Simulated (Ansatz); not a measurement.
# CsSnH3 (model cell, started as cubic perovskite with Sn in the octahedra): following an unstable mode, part 2 of 3

Aim: this structure of CsSnH3 (model cell, started as cubic perovskite with Sn in the octahedra) is to be tested for unstable modes, and one is followed downhill.

Ansatz 0.2.0; DFT PBEsol, scalar-relativistic, plane waves, PAW.

So far, highest frequency on the path or at a solved wavevector (cm⁻¹): step 2 (the dispersion) 946. Also lowest frequency on the path (cm⁻¹): step 2 -1391.

The structure was built from a prototype and need not be the compound's stable phase.

## Step 4: The mode frozen in, largest atomic shift 0.32 Å

The atoms are moved along the unstable eigenvector, the largest shift by 0.32 Å, with the cell fixed.

input.yaml reads:

```yaml
crystal:
  lattice:
    - [4.4041233197, 0.0, 0.0]
    - [0.0, 4.4041233197, 0.0]
    - [0.0, 0.0, 4.4041233197]
  atoms:
    - { symbol: Cs, position: [-0.0001119032, 0.0001119032, 0.0001119032] }
    - { symbol: Sn, position: [0.4995558635, 0.5004441365, 0.5004441365] }
    - { symbol: H, position: [0.4972521648, 0.5027478352, -0.0725551901] }
    - { symbol: H, position: [0.4972521648, -0.0725551901, 0.5027478352] }
    - { symbol: H, position: [0.0725551901, 0.5027478352, 0.5027478352] }
kpoints:
  mp_grid: { grid: [8, 8, 8] }
hamiltonian:
  xc: pbesol
scf:
  occupations: { method: methfessel_paxton, width: 0.2 }
output:
  forces: true
  stress: true
  eigenvalues: true
```

The run is started by

```console
ansatz run input.yaml --threads 8 --pin off --max-ram 14336MiB --backend cpu --events-out ev --progress --plain --runs-dir out
```

Numbers of over 12 decimals in the logs are rounded to 6 here.

Log:

```text
[...]
Crystal: 5 atoms, lattice volume = 85.424 Å³
Basis set: ecut = 420 eV, 1743 PW (Γ), exchange–correlation on 60×60×60 points (8 copies of the dense FFT grid, shifted against one another)
Bands: 18, of which v1, the nominal top of the filled ones, is band 13 counted from 1 (12 counted from 0)
Symmetry: 6 space group operations
[...]
k-points: 65 of 512 (time reversal used)
[...]
k-point 0: bands = [... 9 lower, -1.7739, 4.3446, 4.3446, 7.5902, 8.1418, 8.1418, 10.3961, 11.9623, ... 1 higher]
  k-point 1: bands = [... 9 lower, -1.4785, 4.0312, 4.3774, 7.3341, 8.0922, 8.3229, 11.0427, 11.4741, ... 1 higher]
  k-point 2: bands = [... 9 lower, -0.9899, 3.2440, 4.4576, 7.0896, 7.9840, 8.7390, 10.6084, 12.0745, ... 1 higher]
  k-point 64: bands = [... 9 lower, -0.1770, 2.0389, 2.0389, 2.9517, 12.1038, 12.1038, 12.1240, 13.6534, ... 1 higher]
[key lines of the parts left out:]
SCF converged after 6 iterations
Free energy (F): -11582.718921 eV
Fermi energy:    7.775134 eV
P = ⅓ Tr σ = 2.4233 GPa (24.233 kbar)
```

The job ended after 1.2 s (8 threads of Arm Neoverse V2, shared host; peak memory 0.43 GiB; 7.7 s of CPU time).

This step gave:

* pressure: 2.423 GPa
* gap on the k-mesh: 0.2991 eV
* energy from the undistorted cell: -79.70 meV/atom

The energy, extrapolated to zero smearing, is -79.70 meV/atom against the undistorted cell.

The run ends at a pressure of 2.42 GPa, with forces up to 0.24 eV/Å.

## Step 5: Energy along the mode, all amplitudes (two of the runs are shown above)

An imaginary frequency means negative curvature, so the energy should fall and then rise again as anharmonic terms take over.

Numbers from this step:

```
depth at the lowest point sampled  : 79.70 meV/atom
largest atomic shift at that point : 0.32 Å
```

The energy from the parent by largest atomic shift:

```
largest atomic shift (Å)  energy from the parent (meV/atom)
                   0.000                                  0
                   0.040                              -3.31
                   0.080                              -11.6
                   0.140                              -29.4
                   0.220                              -55.6
                   0.320                              -79.7
                   0.450                              -65.4
                   0.600                               87.4
```

Displacement at unit largest shift by atom:

```
atom  x (Å)  y (Å)  z (Å)  size
 Cs1   0.00   0.00   0.00  0.00
 Sn2  -0.01   0.01   0.01  0.01
  H3  -0.04   0.04  -1.00  1.00
  H4  -0.04  -1.00   0.04  1.00
  H5   1.00   0.04   0.04  1.00
```

The lowest of the steps tried is at 0.32 Å, 79.7 meV/atom below the parent; the bottom of the well need not coincide with a step.

## Step 6: Relaxing from the distorted cell

Starting from the lowest point found, all atoms and the cell are let go, so that strain and other modes of the same symmetry can join in.

input.yaml, as its differences from that of step 4:

```diff
@@ -21 +21,6 @@
   eigenvalues: true
+relax:
+  adjacent_minimum: "off"
+  f_tol: 0.002
+  max_steps: 120
+  cell: { stress_tol: 0.03 }
```

Log:

```text
[...]
Crystal: 5 atoms, lattice volume = 85.424 Å³
Basis set: ecut = 420 eV, 1743 PW (Γ), exchange–correlation on 60×60×60 points (8 copies of the dense FFT grid, shifted against one another)
Bands: 18, of which v1, the nominal top of the filled ones, is band 13 counted from 1 (12 counted from 0)
Symmetry: 6 space group operations
[...]
k-points: 65 of 512 (time reversal used)
[...]
SCF iter   1: F=—  HF=-11582.734334 eV  |F-HF|=—  |Δ(HF+E_count)|=         —  Δρ=7.30e-3  dr2=4.15e-2  ethr=1.77e-3  ⟨swp⟩=6.1  Hψ=6137  notcnv=0
[...]
SCF iter   6: F=-11582.718921 eV  HF=-11582.718921 eV  |F-HF|=2.29e-8  |Δ(HF+E_count)|=   1.66e-7  S|Δr|=    0.00e0  Δρ=6.67e-6  dr2=4.63e-8  ethr=3.85e-10  ⟨swp⟩=8.8  Hψ=6766  notcnv=0
SCF 1 converged in 6 iterations: F = -11582.718921 eV  dr2 = 4.63e-8
[...]
relax step   1: F+E_penalty+E_count = -11582.71892137 eV  Δ(F+E_penalty+E_count) = +0.000e0 eV  max|allowed force component| = 2.249e-1 eV/Å  Δτ_max = 0.0000 Å  P = +2.423 GPa  Ω = 85.424 Å³  (6 SCF iters, dr2 threshold 1.00e-7 eV, accepted)
Crystal: 5 atoms, lattice volume = 97.632 Å³
Basis set: ecut = 420 eV, 1917 PW (Γ), exchange–correlation on 60×60×60 points (8 copies of the dense FFT grid, shifted against one another)
[...]
SCF iter   6: F=-11582.855934 eV  HF=-11582.855934 eV  |F-HF|=7.93e-8  |Δ(HF+E_count)|=   9.18e-7  S|Δr|=    0.00e0  Δρ=8.00e-6  dr2=6.02e-8  ethr=1.92e-9  ⟨swp⟩=8.0  Hψ=6632  notcnv=0
SCF 2 converged in 6 iterations: F = -11582.855934 eV  dr2 = 6.02e-8
relax step   2: F+E_penalty+E_count = -11582.85593442 eV  Δ(F+E_penalty+E_count) = -1.370e-1 eV  max|allowed force component| = 2.049e-1 eV/Å  Δτ_max = 0.1659 Å  P = +0.717 GPa  Ω = 97.632 Å³  energy of the carried Pulay correction = -4.680e-3 eV  (6 SCF iters, dr2 threshold 5.00e-7 eV, accepted)
Crystal: 5 atoms, lattice volume = 101.593 Å³
Basis set: ecut = 420 eV, 1971 PW (Γ), exchange–correlation on 60×60×60 points (8 copies of the dense FFT grid, shifted against one another)
[...]
SCF iter   5: F=-11582.886930 eV  HF=-11582.886930 eV  |F-HF|=1.81e-7  |Δ(HF+E_count)|=   2.91e-6  S|Δr|=    0.00e0  Δρ=1.44e-5  dr2=2.93e-7  ethr=1.92e-9  ⟨swp⟩=8.2  Hψ=7128  notcnv=0
SCF 3 converged in 5 iterations: F = -11582.886930 eV  dr2 = 2.93e-7
relax step   3: F+E_penalty+E_count = -11582.88693008 eV  Δ(F+E_penalty+E_count) = -3.100e-2 eV  max|allowed force component| = 4.614e-2 eV/Å  Δτ_max = 0.0678 Å  P = -0.057 GPa  Ω = 101.593 Å³  energy of the carried Pulay correction = -6.068e-3 eV  (5 SCF iters, dr2 threshold 5.00e-7 eV, accepted)
[...]
relax step   4: F+E_penalty+E_count = -11582.88782346 eV  Δ(F+E_penalty+E_count) = -8.934e-4 eV  max|allowed force component| = 1.975e-2 eV/Å  Δτ_max = 0.0130 Å  P = +0.061 GPa  Ω = 102.233 Å³  energy of the carried Pulay correction = -6.287e-3 eV  (5 SCF iters, dr2 threshold 1.33e-7 eV, accepted)
[...]
relax step   5: F+E_penalty+E_count = -11582.88797146 eV  Δ(F+E_penalty+E_count) = -1.480e-4 eV  max|allowed force component| = 5.621e-3 eV/Å  Δτ_max = 0.0039 Å  P = +0.019 GPa  Ω = 102.408 Å³  energy of the carried Pulay correction = -6.347e-3 eV  (4 SCF iters, dr2 threshold 2.70e-8 eV, accepted)
[...]
relax step   6: F+E_penalty+E_count = -11582.88798764 eV  Δ(F+E_penalty+E_count) = -1.618e-5 eV  max|allowed force component| = 1.370e-3 eV/Å  Δτ_max = 0.0017 Å  P = -0.006 GPa  Ω = 102.522 Å³  energy of the carried Pulay correction = -6.386e-3 eV  (5 SCF iters, dr2 threshold 3.98e-9 eV, accepted)
[...]
relax step   7: F+E_penalty+E_count = -11582.88799708 eV  Δ(F+E_penalty+E_count) = -9.439e-6 eV  max|allowed force component| = 1.077e-3 eV/Å  Δτ_max = 0.0019 Å  P = -0.005 GPa  Ω = 102.514 Å³  energy of the carried Pulay correction = -6.383e-3 eV  (6 SCF iters, accepted)
[...]
relax step   8: F+E_penalty+E_count = -11582.89813354 eV  Δ(F+E_penalty+E_count) = -1.014e-2 eV  max|allowed force component| = 3.044e-3 eV/Å  Δτ_max = 0.0000 Å  P = +0.063 GPa  Ω = 102.514 Å³  stress off target by 7.11e-2 GPa  SCF on the basis re-selected at this cell (its energy is not comparable with the rows above)  (6 SCF iters)
[...]
relax step   9: F+E_penalty+E_count = -11582.89809384 eV  Δ(F+E_penalty+E_count) = +3.970e-5 eV  max|allowed force component| = 7.669e-4 eV/Å  Δτ_max = 0.0036 Å  P = +0.008 GPa  Ω = 103.123 Å³  energy of the carried Pulay correction = -2.067e-4 eV  (5 SCF iters, dr2 threshold 1.26e-8 eV, accepted)
[...]
SCF iter   5: F=-11582.898309 eV  HF=-11582.898309 eV  |F-HF|=1.64e-11  |Δ(HF+E_count)|=  3.93e-10  S|Δr|=    0.00e0  Δρ=7.22e-8  dr2=5.42e-12  ethr=1.00e-12  ⟨swp⟩=7.1  Hψ=5810  notcnv=0
SCF 10 converged in 5 iterations: F = -11582.898309 eV  dr2 = 5.42e-12
relax step  10: F+E_penalty+E_count = -11582.89830892 eV  Δ(F+E_penalty+E_count) = -2.151e-4 eV  max|allowed force component| = 7.442e-4 eV/Å  Δτ_max = 0.0000 Å  P = +0.009 GPa  Ω = 103.123 Å³  stress off target by 1.07e-2 GPa  SCF on the basis re-selected at this cell (its energy is not comparable with the rows above)  (5 SCF iters)
[...]
SCF converged after 5 iterations
[...]
Free energy (F): -11582.898309 eV
[...]
Internal energy: -11582.898312 eV  (E = F + TS)
E sigma→0 (E₀):  -11582.898310 eV
Entropy (-TS):   0.000003 eV (0.001 meV/atom)
Fermi energy:    5.797799 eV
[...]
--- Forces (eV/Å), atoms counted from 1 ---
  atom   1  Cs    -0.00004991     0.00004991     0.00004991
  atom   2  Sn     0.00074424    -0.00074424    -0.00074424
  atom   3  H     -0.00053223     0.00053223    -0.00037018
  atom   4  H     -0.00053223    -0.00037018     0.00053223
  atom   5  H      0.00037018     0.00053223     0.00053223
  max |Σ_I F_I| component: 4.59e-8 eV/Å
--- Stress (GPa, compression-positive) ---
        0.008673       0.002023       0.002023
        0.002023       0.008673      -0.002023
        0.002023      -0.002023       0.008673
  P = ⅓ Tr σ = 0.0087 GPa (0.087 kbar)
--- Band table (eV; the first three rows and the last of 65) ---
  k-point 0: bands = [... 9 lower, -3.5404, 2.6119, 2.6119, 5.2741, 6.3855, 6.3855, 7.7972, 10.1807, ... 1 higher]
  k-point 1: bands = [... 9 lower, -3.2580, 2.3451, 2.6210, 5.0485, 6.4135, 6.5946, 8.3604, 9.7982, ... 1 higher]
  k-point 2: bands = [... 9 lower, -2.8819, 1.7167, 2.6419, 4.8037, 6.5019, 7.0295, 9.0599, 9.4415, ... 1 higher]
  k-point 64: bands = [... 9 lower, -2.2487, 0.8721, 0.8721, 2.0984, 9.6091, 9.6091, 9.8361, 11.0162, ... 1 higher]
--- Relaxed structure (8 steps of the walk, 8 accepted, 2 SCFs on fresh bases) ---
  F+E_penalty+E_count = -11582.89830892 eV   max|allowed force component| = 7.442e-4 eV/Å   (the final SCF, on the basis selected at the relaxed cell)
  cell:  # Å, volume = 103.1230 Å³
    - [4.689841, 0.044676, 0.044676]
    - [0.044676, 4.689841, -0.044676]
    - [0.044676, -0.044676, 4.689841]
  atoms:
    - { symbol: Cs, position: [-0.020010, 0.020010, 0.020010] }
    - { symbol: Sn, position: [0.496808, 0.503192, 0.503192] }
    - { symbol: H, position: [0.491798, 0.508202, -0.106110] }
    - { symbol: H, position: [0.491798, -0.106110, 0.508202] }
    - { symbol: H, position: [0.106110, 0.508202, 0.508202] }
```

The job ended after 13 s (8 threads; peak memory 0.52 GiB).

The steps of the relaxation:

```
step  energy less that of the first step (eV)  largest force component (eV/Å)  pressure (GPa)  volume (Å³)
   1                                   0.0000                          0.2249            2.42        85.42
   2                                  -0.1370                          0.2049            0.72        97.63
   3                                  -0.1680                          0.0461           -0.06       101.59
   4                                  -0.1689                          0.0197            0.06       102.23
   5                                  -0.1691                          0.0056            0.02       102.41
   6                                  -0.1691                          0.0014           -0.01       102.52
   7                                  -0.1691                          0.0011           -0.01       102.51
  8*                                  -0.1792                          0.0030            0.06       102.51
   9                                  -0.1792                          0.0008            0.01       103.12
 10*                                  -0.1794                          0.0007            0.01       103.12
```

Relaxation steps marked * repeat the geometry before them on a plane-wave basis chosen anew for their cell, so energy and pressure can jump there.

The run keeps the 6 symmetry operations that it works with, so distortions that break them were not tested.

```
conventional cell, symmetrised  before  after   change
                         a (Å)   6.228  6.696   +7.5 %
                         b (Å)   6.228  6.696   +7.5 %
                         c (Å)   7.628  7.968   +4.5 %
              volume (Å³/atom)   17.08  20.62  +20.7 %
```

The atoms that moved most (Å, as changes of fractional coordinates times the final cell):

```
atom      dx      dy      dz  length
  H5   0.158   0.027   0.027   0.162
  H4  -0.027  -0.158   0.027   0.162
  H3  -0.027   0.027  -0.158   0.162
 Cs1  -0.092   0.092   0.092   0.159
 Sn2  -0.013   0.013   0.013   0.022
```

Final coordinates:

```xyz
5
Lattice="4.6898 0.0447 0.0447 0.0447 4.6898 -0.0447 0.0447 -0.0447 4.6898" Properties=species:S:1:pos:R:3 pbc="T T T"
Cs   -0.0921    0.0921    0.0921
Sn    2.3749    2.3596    2.3596
H     2.3244    2.4101   -0.4984
H     2.3244   -0.4984    2.4101
H     0.5430    2.3654    2.3654
```

This step gave:

| Property | Result |
| --- | --- |
| pressure | 0.008673 GPa |
| volume per atom | 20.62 Å³ |
| gap on the k-mesh | 1.111 eV |

The distorted start has space group R3m; the relaxation ends in R3m.

## Step 7: The new phase in its own primitive cell

The relaxed structure is symmetrised, reduced to its primitive cell and relaxed tightly, as its phonons need.

input.yaml reads:

```yaml
crystal:
  lattice:
    - [3.3478088819, 1.9328583591, 2.6560938417]
    - [-3.3478088819, 1.9328583591, 2.6560938417]
    - [0.0, -3.8657167183, 2.6560938417]
  atoms:
    - { symbol: Cs, position: [0.9799895194, 0.9799895194, 0.9799895194] }
    - { symbol: Sn, position: [0.4968077182, 0.4968077182, 0.4968077182] }
    - { symbol: H, position: [0.4917981743, 0.1061098938, 0.4917981743] }
    - { symbol: H, position: [0.1061098938, 0.4917981743, 0.4917981743] }
    - { symbol: H, position: [0.4917981743, 0.4917981743, 0.1061098938] }
kpoints:
  mp_grid: { grid: [6, 6, 6] }
hamiltonian:
  xc: pbesol
scf:
  occupations: { method: fixed }
output:
  forces: true
  stress: true
  eigenvalues: true
relax:
  adjacent_minimum: "off"
  f_tol: 0.001
  max_steps: 60
  cell: { stress_tol: 0.01 }
```

Log:

```text
[...]
Crystal: 5 atoms, lattice volume = 103.123 Å³
Basis set: ecut = 420 eV, 2019 PW (Γ), exchange–correlation on 64×64×64 points (8 copies of the dense FFT grid, shifted against one another)
Bands: 18, of which v1, the nominal top of the filled ones, is band 13 counted from 1 (12 counted from 0)
Symmetry: 6 space group operations
[...]
k-points: 32 of 216 (time reversal used)
[...]
cell:  # Å, volume = 103.6785 Å³
    - [3.355888, 1.937523, 2.657560]
    - [-3.355888, 1.937523, 2.657560]
    - [-6.366840832618574e-19, -3.875045, 2.657560]
  atoms:
    - { symbol: Cs, position: [0.979943, 0.979943, 0.979943] }
    - { symbol: Sn, position: [0.496725, 0.496725, 0.496725] }
    - { symbol: H, position: [0.491400, 0.107036, 0.491400] }
    - { symbol: H, position: [0.107036, 0.491400, 0.491400] }
    - { symbol: H, position: [0.491400, 0.491400, 0.107036] }
[key lines of the parts left out:]
SCF converged after 5 iterations
Free energy (F): -11582.894119 eV
Fermi energy:    5.215158 eV
P = ⅓ Tr σ = -0.0010 GPa (-0.010 kbar)
```

It took 4 s on 8 threads; peak memory 0.46 GiB; 27 s of CPU time.

Relaxation path:

```
step  energy less that of the first step (eV)  largest force component (eV/Å)  pressure (GPa)  volume (Å³)
   1                                   0.0000                          0.0108            0.03       103.12
   2                                   0.0000                          0.0050            0.04       103.40
   3                                   0.0000                          0.0026            0.01       103.61
   4                                   0.0001                          0.0004            0.00       103.68
  5*                                  -0.0002                          0.0004            0.00       103.68
```

Relaxation steps marked * repeat the geometry before them on a plane-wave basis chosen anew for their cell, so energy and pressure can jump there.

Forces are held to the 6 operations that the run works with; a distortion that breaks them can't arise in this run.

```
conventional cell, symmetrised  before  after  change
                         a (Å)   6.696  6.712  +0.2 %
                         b (Å)   6.696  6.712  +0.2 %
                         c (Å)   7.968  7.973  +0.1 %
              volume (Å³/atom)   20.62  20.74  +0.5 %
```

Final coordinates:

```xyz
5
Lattice="3.3559 1.9375 2.6576 -3.3559 1.9375 2.6576 0.0000 -3.8750 2.6576" Properties=species:S:1:pos:R:3 pbc="T T T"
Cs    0.0000    0.0000    7.8128
Sn    0.0000    0.0000    3.9602
H     1.2899   -0.7447    2.8963
H    -1.2899   -0.7447    2.8963
H     0.0000    1.4894    2.8963
```

Numbers from this step:

```yaml
pressure: -0.001023 GPa
gap_on_the_k_mesh: 1.134 eV
volume_per_atom: 20.74 Å³
direct_gap_on_mesh: 1.134 eV
```

The largest force component left is 0.41 meV/Å and the pressure is -0.001 GPa, within the tolerances set. The cell now holds 20.74 Å³/atom.

[end of part 2 of 3]

[Logs are printed without paths, hosts, clocks, repeated set-up lines and the standing remarks that a program may print on its own settings, such as how far it seeks lower states.]

[Hosts, paths, dates, database ids (printed as entryN), source tags and the programs' standing remarks are cut or masked in the printed files.]
